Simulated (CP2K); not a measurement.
Consider silacyclobutane at its PBE geometry (Å).

```xyz
12

C     0.6690    0.2224    0.8255
C     0.8596   -0.7971   -0.3489
Si   -0.9470   -0.4479   -0.7819
C    -0.5447    1.0560    0.2911
H     1.5627    0.8175    1.0634
H     0.3804   -0.3125    1.7415
H     1.5414   -0.3954   -1.1120
H     1.2016   -1.8003   -0.0716
H    -1.8992   -1.3967   -0.1267
H    -1.3741   -0.2807   -2.2064
H    -0.2024    1.9048   -0.3178
H    -1.2473    1.4301    1.0439
```

Method: CP2K XAS_TDP, all-electron GAPW, PBEh(45%), aug-pc-1, TDA, GW2X-corrected core level, no relativity.

**Question.** Predict the bright core excitations at the C K edge.

Leading lines: C1 289.30 eV and C2 288.31 eV. The leading line of an atom is its first one with 35 % of the strongest within 2.5 eV of its lowest line over the strength cut. Core ionisation energies at this level: C1 291.33 and C2 290.51 eV.

The first six lines of each atom with a strength over 0.0015:

```
                                 atom  energy (eV)  states  strength, one atom  above the computed threshold
           C1 (bonded to 2 C and 2 H)       289.30       1              0.0066                              
                                            289.56       1              0.0102                              
                                            289.71       1              0.0161                              
                                            290.73       1              0.0036                              
                                            290.87       1              0.0030                              
                                            291.27       1              0.0033                              
C2 (bonded to C, Si and 2 H), 2 alike       288.31       1              0.0082                              
                                            288.67       1              0.0127                              
                                            288.95       1              0.0135                              
                                            289.23       1              0.0096                              
                                            289.72       1              0.0048                              
                                            289.91       1              0.0022
```

Lines are vertical, at one geometry, with no vibrational structure. GW2X ionisation energies and lines can be off by 1 to 2 eV either way, and a good line position may hide errors that cancel. These values hold no scalar relativity, about 0.1 eV for C 1s. Rydberg lines, and the discretised continuum above threshold, depend on the basis and the box.

[Banner, clock and machine lines of the logs are left out without a mark of their own.]

[Logs are printed without paths, hosts, clocks, repeated set-up lines and the standing remarks that a program may print on its own settings, such as how far it seeks lower states.]

[Hosts, paths, dates, database ids (printed as entryN), source tags and the programs' standing remarks are cut or masked in the printed files.]
